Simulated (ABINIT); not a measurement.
# H2Pb (P-3m1): from the cell to the phonon bands, part 4 of 6

How does H2Pb (P-3m1) vibrate, and is this structure a minimum?

ABINIT 10.8.3; DFT LDA, scalar-relativistic, plane waves, HGH norm-conserving pseudopotentials.

So far. Step 6 (Self-consistent run for the response): The cell stands at -0.48 GPa: the relaxation ran with a smoothed and higher cutoff, and the difference is a stress of the finite basis. Step 7 (Linear response at Γ): The acoustic modes at Γ come out as far as 0.3 cm⁻¹ from zero, where they should vanish, a small numerical error. The lowest optical mode is imaginary, 228i cm⁻¹, an instability at this level and on this k mesh. The relaxed cell has a = 3.622, c = 3.344 Å (conventional setting).

The structure was built from a prototype and need not be the compound's stable phase.

### Step 9. Linear response at Γ

The zone centre is solved again, so that all wavevectors share one k mesh.

File dfpt_gamma.abi:

```

# common to the responses
getwfk_filepath "gso_WFK"
kptopt 2
nqpt 1
qpt 0.0 0.0 0.0
asr 0
chneut 0

# displacements
rfphon 1
rfatpol 1 3
rfdir 1 1 1
tolvrs 1.0d-10
prtwf 0

# basis, mesh and filling
ecut 35.0
ixc 7
ngkpt 6 6 4
nshiftk 1
shiftk 0.0 0.0 0.0
istwfk *1
occopt 7
tsmear 0.01
nband 8
nstep 100
diemac 1000000.0
prtebands 0
prtgsr 0
useylm 1

# cell and atoms
acell 3*1.0 Angstrom
rprim 
    3.622368489 0.0 0.0
    -1.811184245 3.137063134 0.0
    0.0 0.0 3.343869103
ntypat 2
znucl 82 1
natom 3
typat 1 2 2
xred 
    0.0 0.0 0.0
    1/3 2/3 0.2401526275
    2/3 1/3 0.7598473725
pp_dirpath "./pseudo"
pseudos "Pb.hgh, H.hgh"
```

Launch:

```
> OMP_NUM_THREADS=1 mpirun -n 2 abinit dfpt_gamma.abi > dfpt_gamma.log
```

Numbers of over 12 decimals in the logs are rounded to 6 here.

dfpt_gamma.abo, the main output file:

```text
[banners, grids, parts of the stress and lines that vanish by symmetry left out]
- input  file    -> dfpt_gamma.abi
- output file    -> dfpt_gamma.abo
- root for input  files -> dfpt_gammai
- root for output files -> dfpt_gammao

 Symmetries : space group P-3 m 1 (#164); Bravais hP (primitive hexag.)
================================================================================
 Values of the parameters that define the memory need of the present run (RF).
     intxc =       0      iscf =       7    lmnmax =      14     lnmax =       6
     mgfft =      40  mpssoang =       3    mqgrid =    3001     natom =       3
  nloc_mem =       1    nspden =       1   nspinor =       1    nsppol =       1
      nsym =      12    n1xccc =       0    ntypat =       2    occopt =       7
   xclevel =       1
-    mband =           8        mffmem =           1         mkmem =          38
-   mkqmem =          38        mk1mem =          38           mpw =        2555
      nfft =       57600          nkpt =          76
- my_mband =           8
================================================================================
================================================================================

--------------------------------------------------------------------------------
------------- Echo of variables that govern the present computation ------------
--------------------------------------------------------------------------------
-
- outvars: echo of selected default values
-   iomode0 =  0 , fftalg0 =312 , wfoptalg0 =  0
-
- outvars: echo of global parameters not present in the input file
-  max_nthreads =    1
-
 -outvars: echo values of preprocessed input variables
 [... echo left out ...]
================================================================================

 chkinp: Checking input parameters for consistency.

[...]
== DATASET  1 ==================================================================
-   mpi_nproc: 2, omp_nthreads: 1 (-1 if OMP is not activated)

--- !DatasetInfo
iteration_state: {dtset: 1, }
dimensions: {natom: 3, nkpt: 76, mband: 8, nsppol: 1, nspinor: 1, nspden: 1, mpw: 2555, }
cutoff_energies: {ecut:  35.0, pawecutdg:  -1.0, }
electrons: {nelect:   6.00000000E+00, charge:   0.00000000E+00, occopt:   7.00000000E+00, tsmear:   1.00000000E-02, }
meta: {optdriver: 1, rfphon: 1, }
...

 mkfilename: getwfk from: gso_WFK

 Exchange-correlation functional for the present dataset will be:
  LDA: Perdew-Wang 92 LSD fit to Ceperley-Alder data - ixc=7
 Citation for XC functional:
  J.P.Perdew and Y.Wang, PRB 45, 13244 (1992)

 Real(R)+Recip(G) space primitive vectors, cartesian coordinates (Bohr,Bohr^-1):
 R(1)=  6.8452844  0.0000000  0.0000000  G(1)=  0.1460860  0.0843428  0.0000000
 R(2)= -3.4226422  5.9281902  0.0000000  G(2)=  0.0000000  0.1686855  0.0000000
 R(3)=  0.0000000  0.0000000  6.3189968  G(3)=  0.0000000  0.0000000  0.1582530
 Unit cell volume ucvol=  2.5642582E+02 bohr^3
 Angles (23,13,12)=  9.00000000E+01  9.00000000E+01  1.20000000E+02 degrees
 setup1 : take into account q-point for computing boxcut.

 getcut: wavevector=  0.0000  0.0000  0.0000  ngfft=  40  40  36
         ecut(hartree)=     35.000   => boxcut(ratio)=   2.13922

--- Pseudopotential description ------------------------------------------------
- pspini: atom type   1  psp file is ./pseudo/Pb.hgh

- pspini: atom type   2  psp file is ./pseudo/H.hgh

   7.42415597E+01                                ecore*ucvol(ha*bohr**3)
--------------------------------------------------------------------------------

 ==>  initialize data related to q vector <==

 The list of irreducible perturbations for this q vector is:
    1)    idir= 1    ipert=   1
    2)    idir= 3    ipert=   1
    3)    idir= 1    ipert=   2
    4)    idir= 3    ipert=   2

[...]
The perturbation idir=   2  ipert=   1 is
 symmetric of a previously calculated perturbation.
 So, its SCF calculation is not needed.

 The perturbation idir=   2  ipert=   2 is
 symmetric of a previously calculated perturbation.
 So, its SCF calculation is not needed.

 The perturbation idir=   1  ipert=   3 is
 symmetric of a previously calculated perturbation.
 So, its SCF calculation is not needed.

 The perturbation idir=   2  ipert=   3 is
 symmetric of a previously calculated perturbation.
 So, its SCF calculation is not needed.

 The perturbation idir=   3  ipert=   3 is
 symmetric of a previously calculated perturbation.
 So, its SCF calculation is not needed.

--------------------------------------------------------------------------------
 Perturbation wavevector (in red.coord.)   0.000000  0.000000  0.000000
 Perturbation : displacement of atom   1   along direction   1
 Found     2 symmetries that leave the perturbation invariant.

[...]
dfpt_looppert : total number of electrons, from k and k+q
  fully or partially occupied states are    6.000000E+00 and    6.000000E+00.
 Initialisation of the first-order wave-functions :
  ireadwf=   0

--- !BeginCycle
iteration_state: {dtset: 1, }
solver: {iscf: 7, nstep: 100, nline: 4, wfoptalg: 0, }
tolerances: {tolvrs: 1.00E-10, }
...

     iter   2DEtotal(Ha)        deltaE(Ha) residm    vres2
-ETOT  1  0.952309     -3.575E+01 7.877E-02 6.625E+03
 ETOT  2 -0.225426     -1.178E+00 7.369E-04 2.001E+02
 ETOT  3 -0.259429     -3.400E-02 4.634E-05 1.170E+00
 ETOT  4 -0.259582     -1.529E-04 4.832E-07 5.276E-03
 ETOT  5 -0.259583     -7.760E-07 1.708E-09 1.118E-05
[...]
At SCF step    8       vres2   =  8.51E-12 < tolvrs=  1.00E-10 =>converged.
[...]
Mean square residual over all n,k,spin=   20.624E-17; max=  12.216E-16

 Thirteen components of 2nd-order total energy (hartree) are
 1,2,3: 0th-order hamiltonian combined with 1st-order wavefunctions
     kin0=   4.05190946E+01 eigvalue=   1.97866435E+00  local=  -2.02759629E+01
 4,5,6: 1st-order hamiltonian combined with 1st and 0th-order wfs
 loc psp =  -4.85441761E+00  Hartree=   4.72403864E+00     xc=  -4.08717310E+00
 note that "loc psp" includes a xc core correction that could be resolved
 7,8,9: eventually, occupation + non-local contributions
    edocc=   5.56299009E+00     enl0=   8.53947259E+00   enl1=  -6.90678311E+01
 1-9 gives the relaxation energy (to be shifted if some occ is /=2.0)
   erelax=  -3.69611244E+01
 10,11,12 Non-relaxation  contributions : frozen-wavefunctions and Ewald
 fr.local=  -4.67814740E+00 fr.nonlo=   3.21664282E+01  Ewald=   9.21326106E+00
 13,14 Frozen wf xc core corrections (1) and (2)
 frxc 1  =   0.00000000E+00  frxc 2 =   0.00000000E+00
 Resulting in :
 2DEtotal=   -0.2595825996E+00 Ha. Also 2DEtotal=   -0.706360237955E+01 eV
    (2DErelax=   -3.6961124423E+01 Ha. 2DEnonrelax=    3.6701541824E+01 Ha)
    (  non-var. 2DEtotal :   -2.5958252231E-01 Ha)

[...]
Perturbation wavevector (in red.coord.)   0.000000  0.000000  0.000000
 Perturbation : displacement of atom   1   along direction   3
 Found     6 symmetries that leave the perturbation invariant.

[...]
dfpt_looppert : total number of electrons, from k and k+q
  fully or partially occupied states are    6.000000E+00 and    6.000000E+00.
 Initialisation of the first-order wave-functions :
  ireadwf=   0

--- !BeginCycle
iteration_state: {dtset: 1, }
solver: {iscf: 7, nstep: 100, nline: 4, wfoptalg: 0, }
tolerances: {tolvrs: 1.00E-10, }
...

     iter   2DEtotal(Ha)        deltaE(Ha) residm    vres2
-ETOT  1   3.161004     -2.800E+01 1.645E-01 1.184E+04
[...]
At SCF step    9       vres2   =  6.52E-12 < tolvrs=  1.00E-10 =>converged.
[...]
Mean square residual over all n,k,spin=   91.566E-19; max=  95.717E-18

 Thirteen components of 2nd-order total energy (hartree) are
 1,2,3: 0th-order hamiltonian combined with 1st-order wavefunctions
     kin0=   3.41908668E+01 eigvalue=   1.60444015E+00  local=  -1.70408017E+01
 4,5,6: 1st-order hamiltonian combined with 1st and 0th-order wfs
 loc psp =  -7.34996399E+00  Hartree=   3.92686707E+00     xc=  -3.20871212E+00
 note that "loc psp" includes a xc core correction that could be resolved
 7,8,9: eventually, occupation + non-local contributions
    edocc=   3.94123055E+00     enl0=   7.14982144E+00   enl1=  -5.37774602E+01
 1-9 gives the relaxation energy (to be shifted if some occ is /=2.0)
   erelax=  -3.05637120E+01
 10,11,12 Non-relaxation  contributions : frozen-wavefunctions and Ewald
 fr.local=   3.66920845E+00 fr.nonlo=   2.75352899E+01  Ewald=  -4.77351021E-02
 13,14 Frozen wf xc core corrections (1) and (2)
 frxc 1  =   0.00000000E+00  frxc 2 =   0.00000000E+00
 Resulting in :
 2DEtotal=    0.5930512164E+00 Ha. Also 2DEtotal=    0.161377457119E+02 eV
    (2DErelax=   -3.0563712031E+01 Ha. 2DEnonrelax=    3.1156763247E+01 Ha)
    (  non-var. 2DEtotal :    5.9305117175E-01 Ha)

[...]
Perturbation wavevector (in red.coord.)   0.000000  0.000000  0.000000
 Perturbation : displacement of atom   2   along direction   1
 The set of symmetries contains only one element for this perturbation.

[...]
dfpt_looppert : total number of electrons, from k and k+q
  fully or partially occupied states are    6.000000E+00 and    6.000000E+00.
 Initialisation of the first-order wave-functions :
  ireadwf=   0

--- !BeginCycle
iteration_state: {dtset: 1, }
solver: {iscf: 7, nstep: 100, nline: 4, wfoptalg: 0, }
tolerances: {tolvrs: 1.00E-10, }
...

     iter   2DEtotal(Ha)        deltaE(Ha) residm    vres2
-ETOT  1   2.453315     -4.668E+01 4.013E-01 8.792E+03
[...]
At SCF step    8       vres2   =  4.88E-11 < tolvrs=  1.00E-10 =>converged.
[...]
Mean square residual over all n,k,spin=   22.672E-17; max=  37.653E-16

 Thirteen components of 2nd-order total energy (hartree) are
 1,2,3: 0th-order hamiltonian combined with 1st-order wavefunctions
     kin0=   5.08130582E+01 eigvalue=   3.11723325E-01  local=  -1.12775890E+01
 4,5,6: 1st-order hamiltonian combined with 1st and 0th-order wfs
 loc psp =  -9.71337936E+01  Hartree=   9.68343866E+00     xc=  -6.02123428E+00
 note that "loc psp" includes a xc core correction that could be resolved
 7,8,9: eventually, occupation + non-local contributions
    edocc=   4.69348097E+00     enl0=   3.64019002E-01   enl1=   0.00000000E+00
 1-9 gives the relaxation energy (to be shifted if some occ is /=2.0)
   erelax=  -4.85668967E+01
 10,11,12 Non-relaxation  contributions : frozen-wavefunctions and Ewald
 fr.local=   4.38816254E+01 fr.nonlo=   0.00000000E+00  Ewald=   5.24731748E+00
 13,14 Frozen wf xc core corrections (1) and (2)
 frxc 1  =   0.00000000E+00  frxc 2 =   0.00000000E+00
 Resulting in :
 2DEtotal=    0.5620461984E+00 Ha. Also 2DEtotal=    0.152940561917E+02 eV
    (2DErelax=   -4.8566896701E+01 Ha. 2DEnonrelax=    4.9128942899E+01 Ha)
    (  non-var. 2DEtotal :    5.6204611692E-01 Ha)

[...]
Perturbation wavevector (in red.coord.)   0.000000  0.000000  0.000000
 Perturbation : displacement of atom   2   along direction   3
 Found     6 symmetries that leave the perturbation invariant.

--------------------------------------------------------------------------------

--------------------------------------------------------------------------------

 dfpt_looppert : total number of electrons, from k and k+q
  fully or partially occupied states are    6.000000E+00 and    6.000000E+00.
 Initialisation of the first-order wave-functions :
  ireadwf=   0

--- !BeginCycle
iteration_state: {dtset: 1, }
solver: {iscf: 7, nstep: 100, nline: 4, wfoptalg: 0, }
tolerances: {tolvrs: 1.00E-10, }
...

     iter   2DEtotal(Ha)        deltaE(Ha) residm    vres2
-ETOT  1   1.814918     -3.936E+01 2.336E-01 6.257E+03
[...]
ETOT  9  0.652623     -1.570E-12 2.811E-15 1.630E-10
 ETOT 10  0.652623     -5.741E-12 5.003E-17 2.945E-12

 At SCF step   10       vres2   =  2.94E-12 < tolvrs=  1.00E-10 =>converged.
[...]
Mean square residual over all n,k,spin=   61.177E-19; max=  50.031E-18

 Thirteen components of 2nd-order total energy (hartree) are
 1,2,3: 0th-order hamiltonian combined with 1st-order wavefunctions
     kin0=   4.29648468E+01 eigvalue=   2.45871070E-01  local=  -9.22445673E+00
 4,5,6: 1st-order hamiltonian combined with 1st and 0th-order wfs
 loc psp =  -8.10434707E+01  Hartree=   7.58121733E+00     xc=  -4.98087987E+00
 note that "loc psp" includes a xc core correction that could be resolved
 7,8,9: eventually, occupation + non-local contributions
    edocc=   3.71661608E+00     enl0=   2.18520629E-01   enl1=   0.00000000E+00
 1-9 gives the relaxation energy (to be shifted if some occ is /=2.0)
   erelax=  -4.05217353E+01
 10,11,12 Non-relaxation  contributions : frozen-wavefunctions and Ewald
 fr.local=   4.03333512E+01 fr.nonlo=   0.00000000E+00  Ewald=   8.41007347E-01
 13,14 Frozen wf xc core corrections (1) and (2)
 frxc 1  =   0.00000000E+00  frxc 2 =   0.00000000E+00
 Resulting in :
 2DEtotal=    0.6526232645E+00 Ha. Also 2DEtotal=    0.177587837245E+02 eV
    (2DErelax=   -4.0521735330E+01 Ha. 2DEnonrelax=    4.1174358595E+01 Ha)
    (  non-var. 2DEtotal :    6.5262326237E-01 Ha)

[...]
---- first-order wavefunction calculations are completed ----

 ==> Compute Derivative Database <==

 [... matrices left out ...]
  Phonon wavevector (reduced coordinates) :  0.00000  0.00000  0.00000
 Phonon energies in Hartree :
  -1.233780E-03 -1.233780E-03  1.356934E-07  1.357237E-07  4.247904E-07
   2.020167E-03  3.708004E-03  3.816277E-03  3.816277E-03
 Phonon frequencies in cm-1    :
- -2.707833E+02 -2.707833E+02  2.978126E-02  2.978791E-02  9.323072E-02
-  4.433753E+02  8.138129E+02  8.375759E+02  8.375759E+02

== END DATASET(S) ==============================================================
================================================================================

 -outvars: echo values of variables after computation
            acell      1.8897261259E+00  1.8897261259E+00  1.8897261259E+00 Bohr
           etotal      6.5262326454E-01
            fcart      0.0000000000E+00  0.0000000000E+00  0.0000000000E+00
           strten      0.0000000000E+00  0.0000000000E+00  0.0000000000E+00
================================================================================
```

Elapsed: 43 s, on 2 MPI ranks of Intel Xeon at 2.70GHz, shared host; 85 s of CPU time.

Read from the output:

```yaml
largest_acoustic_frequency_at_the_zone_centre_before_the_sum_rule: 0.09 cm⁻¹
highest_optical_zone_centre_mode_no_lo_to_term: 837.6 cm⁻¹
lowest_optical_zone_centre_mode: -270.8 cm⁻¹
```

The acoustic modes at Γ come out as far as 0.1 cm⁻¹ from zero, where they should vanish, a small numerical error. The lowest optical mode is imaginary, 271i cm⁻¹, an instability at this level and on this k mesh.

(Continued in part 5 of 6.)

[Host names and launcher messages were left out of these logs when they were recorded.]

[Logs are printed without paths, hosts, clocks, repeated set-up lines and the standing remarks that a program may print on its own settings, such as how far it seeks lower states.]

[Hosts, paths, dates, database ids (printed as entryN), source tags and the programs' standing remarks are cut or masked in the printed files.]
